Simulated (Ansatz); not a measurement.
# Generalised stacking fault on (111) (shuffle set) of a GaAs-GaSb solid solution (48 atoms): support functions against a reference

Aim: test how closely localised support functions follow the reference on generalised stacking fault on (111) (shuffle set) of a GaAs-GaSb solid solution (48 atoms), and at what cost. A setting counts as converged where the r.m.s. difference of forces stays under 1 % of the r.m.s. force.

Method: Kohn-Sham DFT, PBE, PAW (set soft_2), plane waves, in Ansatz 0.2.0.

### 1. Set-up

The cell holds 48 atoms: 24 Ga, 10 Sb and 14 As. Its edges and angles: a = 8.267 Å, b = 7.159 Å, c = 20.252 Å, α = 90.0°, β = 89.0°, γ = 90.0°. It derives from GaAs and GaSb. Zinc-blende GaAs lattice (a = 5.8453 Å, the value set for the mixture), cell with z along [111], 2 x 1 x 2 periods; the third cell vector is tilted by 0.083 of 1/2[1-10] and lengthened by 0 Å, so the cell holds one fault (shuffle set); displaced by a Gaussian of 0.01 Å; 10 of 24 As sites given to Sb at random (lattice constant by Vegard's rule between GaAs and GaSb).

Before any run, some limits are plain. The host structure and its lattice constant were typed by rule, without a check against the phase diagram. No spin–orbit coupling is included, so levels derived from the heavy atoms are approximate.

### 2. Plane-wave single point

This run is the reference for what follows, at a cutoff of 420 eV.

input.yaml reads:

```yaml
crystal:
  lattice:
    - [8.2665, 0.0, 0.0]
    - [0.0, 7.159, 0.0]
    - [0.34447, 0.0, 20.24871]
  atoms:
    - { symbol: Ga, position: [0.71266, 0.49949, 0.93768] }
    - { symbol: Sb, position: [0.74689, 0.4992, 0.06321] }
    - { symbol: Ga, position: [0.74559, 0.83, 0.10396] }
    - { symbol: As, position: [0.73917, 0.83388, 0.2295] }
    - { symbol: Ga, position: [0.21189, 0.49954, 0.93758] }
    - { symbol: As, position: [0.24816, 0.4992, 0.06177] }
    - { symbol: Ga, position: [0.24594, 0.82928, 0.10454] }
    - { symbol: As, position: [0.24043, 0.834, 0.22878] }
    - { symbol: Ga, position: [0.46079, 0.99956, 0.93837] }
    - { symbol: As, position: [0.49782, 0.99925, 0.06255] }
    - { symbol: Ga, position: [0.49679, 0.33332, 0.10376] }
    - { symbol: As, position: [0.49139, 0.3356, 0.22934] }
    - { symbol: Ga, position: [0.48754, 0.66593, 0.2709] }
    - { symbol: As, position: [0.48289, 0.66478, 0.39516] }
    - { symbol: Ga, position: [0.74053, 0.16793, 0.27045] }
    - { symbol: Sb, position: [0.73464, 0.16633, 0.39564] }
    - { symbol: Ga, position: [0.72939, 0.49978, 0.43723] }
    - { symbol: Sb, position: [0.72794, 0.49925, 0.56253] }
    - { symbol: Ga, position: [0.72795, 0.83457, 0.6035] }
    - { symbol: Sb, position: [0.71889, 0.83417, 0.7283] }
    - { symbol: Ga, position: [0.96306, 0.99944, 0.93813] }
    - { symbol: Sb, position: [0.99731, 0.00078, 0.06254] }
    - { symbol: Ga, position: [0.9942, 0.33452, 0.10452] }
    - { symbol: As, position: [0.99051, 0.33382, 0.22945] }
    - { symbol: Ga, position: [0.99037, 0.6683, 0.26992] }
    - { symbol: Sb, position: [0.98345, 0.66748, 0.3962] }
    - { symbol: Ga, position: [0.23586, 0.16454, 0.27121] }
    - { symbol: As, position: [0.23547, 0.16734, 0.3957] }
    - { symbol: Ga, position: [0.23183, 0.5001, 0.43672] }
    - { symbol: As, position: [0.22727, 0.50078, 0.56304] }
    - { symbol: Ga, position: [0.22581, 0.8358, 0.60407] }
    - { symbol: As, position: [0.22, 0.83168, 0.72965] }
    - { symbol: Ga, position: [0.48221, 0.99942, 0.43695] }
    - { symbol: As, position: [0.47593, 0.00019, 0.56227] }
    - { symbol: Ga, position: [0.47458, 0.33277, 0.604] }
    - { symbol: As, position: [0.47002, 0.33311, 0.72967] }
    - { symbol: Ga, position: [0.46627, 0.66692, 0.77153] }
    - { symbol: Sb, position: [0.46288, 0.66746, 0.89552] }
    - { symbol: Ga, position: [0.71872, 0.16802, 0.77052] }
    - { symbol: Sb, position: [0.71189, 0.16664, 0.89623] }
    - { symbol: Ga, position: [0.98085, 0.99782, 0.43705] }
    - { symbol: Sb, position: [0.97588, 0.0022, 0.56253] }
    - { symbol: Ga, position: [0.97685, 0.33333, 0.60397] }
    - { symbol: As, position: [0.96862, 0.33141, 0.72925] }
    - { symbol: Ga, position: [0.97015, 0.66722, 0.77169] }
    - { symbol: As, position: [0.96032, 0.66543, 0.89609] }
    - { symbol: Ga, position: [0.21753, 0.16662, 0.77061] }
    - { symbol: Sb, position: [0.21442, 0.16416, 0.8957] }
kpoints:
  mp_grid: { grid: [2, 2, 1] }
hamiltonian:
  xc: pbe
scf:
  occupations: { method: gaussian, width: 0.05 }
output:
  forces: true
  stress: true
  populations: true
  dos:
    method: { smearing: { sigma: 0.15 } }
    de: 0.1
    projected: { site_lists: { As: [As], Ga: [Ga], Sb: [Sb] } }
  eigenvalues: true
  write_density: true
  write_potential: true
  volumetric_format: npy
  elf: true
```

On the command line:

```sh
$ ansatz run input.yaml --threads 4 --pin off --max-ram 8192MiB --backend cpu --events-out ev --progress --plain --runs-dir out
```

Numbers of over 12 decimals in the logs are rounded to 6 here.

Log:

```text
Engine: ansatz 0.2.0, aarch64-unknown-linux-gnu
Pseudopotentials: kind: paw
Pseudopotential: Ga, paw, valence charge 13, recommended cutoff 420 eV (normal), Ga.paw.azcp
Pseudopotential: Sb, paw, valence charge 15, recommended cutoff 420 eV (normal), Sb.paw.azcp
Pseudopotential: As, paw, valence charge 15, recommended cutoff 420 eV (normal), As.paw.azcp
Functional definition: PBE
  parameter kappa = 0.804
  parameter beta = 0.066725
  exchange = pbe_x(kappa = kappa, mu = beta*pi^2/3)
  correlation = pbe_c(beta = beta)
Crystal: 48 atoms, lattice volume = 1198.316 Å³
Basis set: ecut = 420 eV, 23399 PW (Γ), exchange–correlation on 120×96×288 points (8 copies of the dense FFT grid, shifted against one another)
Bands: 404, of which v1, the nominal top of the filled ones, is band 336 counted from 1 (335 counted from 0)
Symmetry: 1 space group operations
Space group: P1 (ITA 1), of the structure as read, at distance tolerance 1.1e-4 Å
k-points: 4
Non-local potential: Ga, projectors of the file, l = 0: 2, l = 1: 2, l = 2: 3, l = 3: 1
Non-local potential: Sb, projectors of the file, l = 0: 2, l = 1: 2, l = 2: 2, l = 3: 2
Non-local potential: As, projectors of the file, l = 0: 2, l = 1: 2, l = 2: 3, l = 3: 1
PAW form: soft (Blöchl's): semilocal exchange-correlation on the pseudo side does not see the compensation charge
PAW one-centre angular grid: Ga, 590 points (default); XC on 64 Gauss nodes
PAW one-centre angular grid: Sb, 590 points (default); XC on 64 Gauss nodes
PAW one-centre angular grid: As, 590 points (default); XC on 64 Gauss nodes
Initial density: superposition of atomic densities (neutral atoms: chi_scale 0, normalization atom), corrected by the library's trained network
Initial wavefunctions: pseudopotential atomic-orbital guess
Functional: x = pbe(κ = 0.804, μ = 0.219515), c = pbe(β = 0.066725)
SCF iter   1: F=—  HF=-223631.518386 eV  |F-HF|=—  |Δ(HF+E_count)|=         —  Δρ=1.64e-3  dr2=5.99e-2  ethr=1.77e-3  ⟨swp⟩=6.0  Hψ=5862  notcnv=0  defer=7
preconditioner: auto → LDOS  [insulator: Δε(μ)=0.130 eV  Ē_g=14.145 eV  σ=0.050 eV  W_gap=0.93  n_scr=314 (ndim 8)  ℏωp=22.3 eV  f_vac=0.088  D(μ)=2.06/eV (n_scr^D=2)  ε∞_Penn≈3.5  β→1.0]
SCF iter   2: F=—  HF=-223631.493338 eV  |F-HF|=—  |Δ(HF+E_count)|=   2.50e-2  Δρ=1.44e-3  dr2=6.85e-2  ethr=8.92e-6  ⟨swp⟩=2.0  Hψ=2953  notcnv=0  defer=239
SCF iter   3: F=—  HF=-223631.477290 eV  |F-HF|=—  |Δ(HF+E_count)|=   1.60e-2  Δρ=4.46e-4  dr2=1.07e-2  ethr=8.92e-6  ⟨swp⟩=2.0  Hψ=2474  notcnv=0  defer=239
SCF iter   4: F=—  HF=-223631.474327 eV  |F-HF|=—  |Δ(HF+E_count)|=   2.96e-3  Δρ=8.17e-5  dr2=2.03e-4  ethr=1.59e-6  ⟨swp⟩=2.2  Hψ=2442  notcnv=0  defer=239
SCF iter   5: F=—  HF=-223631.474267 eV  |F-HF|=—  |Δ(HF+E_count)|=   6.07e-5  Δρ=4.37e-5  dr2=2.68e-5  ethr=3.02e-8  ⟨swp⟩=2.0  Hψ=2678  notcnv=0  defer=239
SCF iter   6: F=—  HF=-223631.474324 eV  |F-HF|=—  |Δ(HF+E_count)|=   5.71e-5  Δρ=9.27e-6  dr2=1.36e-6  ethr=3.99e-9  ⟨swp⟩=2.0  Hψ=2664  notcnv=0  defer=179
SCF iter   7: F=—  HF=-223631.474324 eV  |F-HF|=—  |Δ(HF+E_count)|=   4.55e-7  Δρ=3.10e-6  dr2=1.79e-7  ethr=2.02e-10  ⟨swp⟩=2.0  Hψ=2714  notcnv=0  defer=179
SCF iter   8: F=-223631.474324 eV  HF=-223631.474324 eV  |F-HF|=5.06e-9  |Δ(HF+E_count)|=   9.51e-8  Δρ=8.89e-7  dr2=2.33e-8  ethr=1.49e-11  ⟨swp⟩=14.2  Hψ=12696  notcnv=0
SCF 1 converged in 8 iterations: F = -223631.474324 eV  dr2 = 2.33e-8
  greatest PAW one-centre occupation: 0.999 electrons in one spin orbital (limit 2), on the As atom at site 45 (counted from 0), in its partial waves of l = 2
SCF converged after 8 iterations
Free energy (F): -223631.474324 eV
Harris-Foulkes:  -223631.474324 eV  (|F-HF|=5.06e-9)
Internal energy: -223631.471013 eV  (E = F + TS)
E sigma→0 (E₀):  -223631.472669 eV
Entropy (-TS):   -0.003311 eV (-0.069 meV/atom)
Fermi energy:    8.174424 eV
--- Per-component energies (eV) ---
  E_band       = -6968.238754
  E_kinetic    = 6308.962131
  E_local      = -94094.579807  (includes V_loc(G=0)·N_el)
  E_nonlocal   = 4438.274702
  E_hartree    = 45720.217600
  E_xc         = -4152.442992
  E_vxc        = -3465.864323  (∫ρ·V_xc dr)
  E_paw        = -119195.088218  (= ΣΔE_a)
  E_vpaw       = -11595.459589  (= ΣTr[D̂ρ^β])
  E_aug_tail   = -0.002611  (compensation charges beyond the density's cutoff)
  E_ewald      = -62656.811818
  E_smearing   = -0.003311  (= −TS)
  E_closure    = -0.000000  (closes the sum)
  Σ components = -223631.474324   (vs F -223631.474324, Δ=0.00e0)
--- Forces (eV/Å), atoms counted from 1 ---
  atom   1  Ga     0.81938242     0.51402569    -0.16770979
  atom   2  Sb    -0.11063235     0.10094759    -0.38924921
  atom   3  Ga    -0.84443448     0.79002352     0.94935411
  atom   4  As    -0.04304423     0.04152174    -0.16101165
  atom   5  Ga    -0.85635158     0.45605276     0.72713606
  atom   6  As    -0.35001022    -0.02732265     0.11185541
  atom   7  Ga     1.00021313    -0.39579536     0.26239989
  atom   8  As     0.02029926    -0.05845814    -0.01960029
  atom   9  Ga     0.29569331    -0.06147545     1.22461930
  atom  10  As    -0.38211217    -0.01996052     0.07242239
  atom  11  Ga    -1.09019962    -0.74427771     0.58303866
  atom  12  As    -0.24416937    -0.20870795    -0.10953714
  atom  13  Ga     0.06453075     0.05048583    -0.01517700
  atom  14  As    -0.07321862     0.13331021     0.08686675
[...]
atom  47  Ga     0.07684174    -0.06434492    -1.14891232
  atom  48  Sb    -0.15354483     0.20394838    -0.00241343
  max |Σ_I F_I| component: 4.75e-6 eV/Å
--- Stress (GPa, compression-positive) ---
        4.113300       0.083838      -0.485737
        0.083838       3.296842       0.081416
       -0.485737       0.081416       3.126417
  P = ⅓ Tr σ = 3.5122 GPa (35.122 kbar)
--- Band table (eV) ---
  k-point 0: bands = ["-27.2084", "-27.2055", "-27.2029", "-27.2002", [... 388 levels ...], "12.9488", "13.0562", "13.0727", "13.1128", "13.1662", "13.1890", "13.2445", "13.2605", "13.2772", "13.3224", "13.3478", "13.4228"]
[...]
--- Löwdin populations: 48 sites ---
  site symbol       q [e]
     0     Ga     13.2291
     1     Sb     14.6070
     2     Ga     13.1302
[...]
47     Sb     14.6135
  spilling = 0.001507 (of n_electrons = 672.000000)
```

Wall time 1.7 min (4 threads of Arm Neoverse V1, shared host); peak memory 5.3 GiB; 6.7 min of CPU time.

The column dr2 measures how far the density is from self-consistency, as an energy; F and HF (Harris–Foulkes) agree once it is small.

The program notes that it cut back its work space to fit the memory limit.

Read from the output:

| Property | Result |
| --- | --- |
| free energy | -223631.4743 eV |
| free energy per atom | -4658.9890 eV/atom |
| SCF cycles | 8 |
| pressure | 3.512 GPa |
| r.m.s. force component | 0.5003 eV/Å |
| longest force | 1.587 eV/Å |
| Fermi energy | 8.174 eV |
| levels partly filled by over 2 per cent | 2 |
| spilling of the projection | 0.001507 |

The r.m.s. force component of 0.50 eV/Å sets the scale for the differences below.

### 3. Support functions medium

The cell is solved in localised support functions. The level medium gives here a grid of 48×36×90 points and a radius of 4.37 Å.

This step: Kohn-Sham DFT, PBE, PAW (set soft_2), localised support functions (medium) (Ansatz 0.2.0).

input.yaml, the sections that differ from step 2:

```yaml
scf:
  occupations: { method: gaussian, width: 0.05 }
  eigensolver: { kind: { support_functions: { accuracy: medium } } }
  mixing: { beta: 0.4 }
  max_iter: 150
output:
  forces: true
# crystal, kpoints, hamiltonian: as in step 2
```

Log:

```text
Warning: scf.eigensolver.kind.support_functions: disabling space-group detection — the functions' gradient is summed over unrotated k-points, so no spatial operation reduces the k-mesh or symmetrises the density; time reversal is kept, so that k and −k are solved as one point where they differ and the mesh holds both, and exact exchange and, on two spinor components, a DFT+U term hold to it where the run has them: [...]
settings of this run that can trade accuracy for cost: scf.eigensolver.kind.support_functions [...]
[...]
Crystal: 48 atoms, lattice volume = 1198.316 Å³
Basis set: ecut = 420 eV, 23399 PW (Γ), exchange–correlation on 120×96×288 points (8 copies of the dense FFT grid, shifted against one another)
Bands: 404, of which v1, the nominal top of the filled ones, is band 336 counted from 1 (335 counted from 0)
Symmetry: 1 space group operations
k-points: 4
[...]
Eigensolver: Support functions (medium, 48×36×90 points, laid for a spacing of at most 0.228497 Å, radius 4.366762 Å, 3 species' potentials softened for the grid, 2 wholly corrected for its errors in the mean over positions, 3 with the egg-box correction, energy correction by stochastic trace)
[...]
SCF iter   1: F=—  HF=-223613.470058 eV  |F-HF|=—  |Δ(HF+E_count)|=         —  Δρ=3.03e-2  dr2=8.60e0  ethr=1.00e-1
[...]
SCF iter  12: F=—  HF=-223631.520974 eV  |F-HF|=—  |Δ(HF+E_count)|=   1.30e-3  Δρ=1.65e-5  dr2=3.34e-6  ethr=1.40e-9  κ⁻¹=5.2e-7(r=7)
SCF iter  13: F=-223631.520975 eV  HF=-223631.520974 eV  |F-HF|=8.70e-9  |Δ(HF+E_count)|=   4.71e-7  Δρ=6.45e-6  dr2=8.37e-7  ethr=4.97e-10
SCF 1 converged in 13 iterations: F = -223631.546454 eV  dr2 = 8.37e-7
[...]
SCF converged after 13 iterations
Stability not checked: this state was not tested for a lower state beside it, because the mixer in use, unlike msr1, does not test its closes by its own steps (another_mixer; see scf.mixing.algorithm and scf.lower_state_search)
Free energy (F): -223631.546454 eV
[...]
Internal energy: -223631.543288 eV  (E = F + TS)
E sigma→0 (E₀):  -223631.544871 eV
Entropy (-TS):   -0.003165 eV (-0.066 meV/atom)
Fermi energy:    8.174766 eV
[...]
Σ components = -223631.546454   (vs F -223631.546454, Δ=0.00e0)
--- Forces (eV/Å), atoms counted from 1 ---
  atom   1  Ga     0.81862755     0.51414807    -0.16676060
  atom   2  Sb    -0.11010474     0.10231030    -0.39051119
  atom   3  Ga    -0.84476727     0.78958481     0.94990988
  atom   4  As    -0.04311364     0.04132555    -0.16186228
[...]
atom  48  Sb    -0.15289195     0.20402678    -0.00230248
  max |Σ_I F_I| component: 6.08e-3 eV/Å
--- Band table (eV) ---
[...]
guard bands above this table: 59 of the run's 404 bands (output.publish_guard_bands: true publishes all)
[...]
```

Elapsed: 2.4 min, on 4 threads; peak memory 3.5 GiB.

The program notes that the band table was not solved further than the SCF left it and it switched symmetry off.

Keys that differ from the reference: support_functions.accuracy = "medium", scf.max_iter = 150 and scf.mixing.beta = 0.4.

Forces differ from the reference by 0.59 meV/Å r.m.s., 0.12 % of their size, well within a tolerance of 1 %; the energy by -1.5 meV/atom. The two runs also began from different starting densities, which bears on cycles and time.

### 4. Support functions low

The level low is asked for. Here it resolves to the same grid and radius as in the run with support functions medium, so the basis is not new.

This step: Kohn-Sham DFT, PBE, PAW (set soft_2), localised support functions (low) (Ansatz 0.2.0).

input.yaml, the sections that differ from step 3:

```yaml
scf:
  occupations: { method: gaussian, width: 0.05 }
  eigensolver: { kind: { support_functions: { accuracy: low } } }
  mixing: { beta: 0.4 }
  max_iter: 150
# crystal, kpoints, hamiltonian, output: as in step 3
```

Log:

```text
[...]
Crystal: 48 atoms, lattice volume = 1198.316 Å³
Basis set: ecut = 420 eV, 23399 PW (Γ), exchange–correlation on 120×96×288 points (8 copies of the dense FFT grid, shifted against one another)
Bands: 404, of which v1, the nominal top of the filled ones, is band 336 counted from 1 (335 counted from 0)
Symmetry: 1 space group operations
k-points: 4
[...]
Eigensolver: Support functions (low, 48×36×90 points, laid for a spacing of at most 0.228497 Å, radius 4.366762 Å, 3 species' potentials softened for the grid, 2 wholly corrected for its errors in the mean over positions, 3 with the egg-box correction, energy correction by stochastic trace)
[...]
SCF iter   1: F=—  HF=-223613.470058 eV  |F-HF|=—  |Δ(HF+E_count)|=         —  Δρ=3.03e-2  dr2=8.60e0  ethr=1.00e-1
[...]
SCF iter  10: F=—  HF=-223631.518072 eV  |F-HF|=—  |Δ(HF+E_count)|=   3.00e-3  Δρ=6.02e-5  dr2=5.15e-5  ethr=1.09e-7  κ⁻¹=7.1e-8(r=7)
SCF iter  11: F=-223631.519681 eV  HF=-223631.519674 eV  |F-HF|=7.14e-6  |Δ(HF+E_count)|=   1.60e-3  Δρ=2.99e-5  dr2=9.39e-6  ethr=7.67e-9
SCF 1 converged in 11 iterations: F = -223631.546420 eV  dr2 = 9.39e-6
[...]
SCF converged after 11 iterations
[...]
Free energy (F): -223631.546420 eV
[...]
Internal energy: -223631.543274 eV  (E = F + TS)
E sigma→0 (E₀):  -223631.544847 eV
Entropy (-TS):   -0.003147 eV (-0.066 meV/atom)
Fermi energy:    8.174508 eV
[...]
Σ components = -223631.546420   (vs F -223631.546420, Δ=0.00e0)
--- Forces (eV/Å), atoms counted from 1 ---
  atom   1  Ga     0.81867651     0.51422225    -0.16664050
  atom   2  Sb    -0.10992857     0.10232963    -0.39072423
  atom   3  Ga    -0.84483057     0.78964254     0.95002240
  atom   4  As    -0.04310468     0.04129085    -0.16168627
[...]
atom  48  Sb    -0.15291903     0.20409847    -0.00239040
  max |Σ_I F_I| component: 6.72e-3 eV/Å
--- Band table (eV) ---
[...]
```

Run time: 2.3 min. Hardware: 4 threads; peak memory 3.4 GiB; 8.7 min of CPU time.

Keys that differ from the reference: support_functions.accuracy = "low", scf.max_iter = 150 and scf.mixing.beta = 0.4.

Forces differ from the reference by 0.61 meV/Å r.m.s., 0.12 % of their size, well within a tolerance of 1 %; the energy by -1.5 meV/atom. The two runs also began from different starting densities, which bears on cycles and time.

[end of part 1 of 3]

[Logs are printed without paths, hosts, clocks, repeated set-up lines and the standing remarks that a program may print on its own settings, such as how far it seeks lower states.]

[Hosts, paths, dates, database ids (printed as entryN), source tags and the programs' standing remarks are cut or masked in the printed files.]
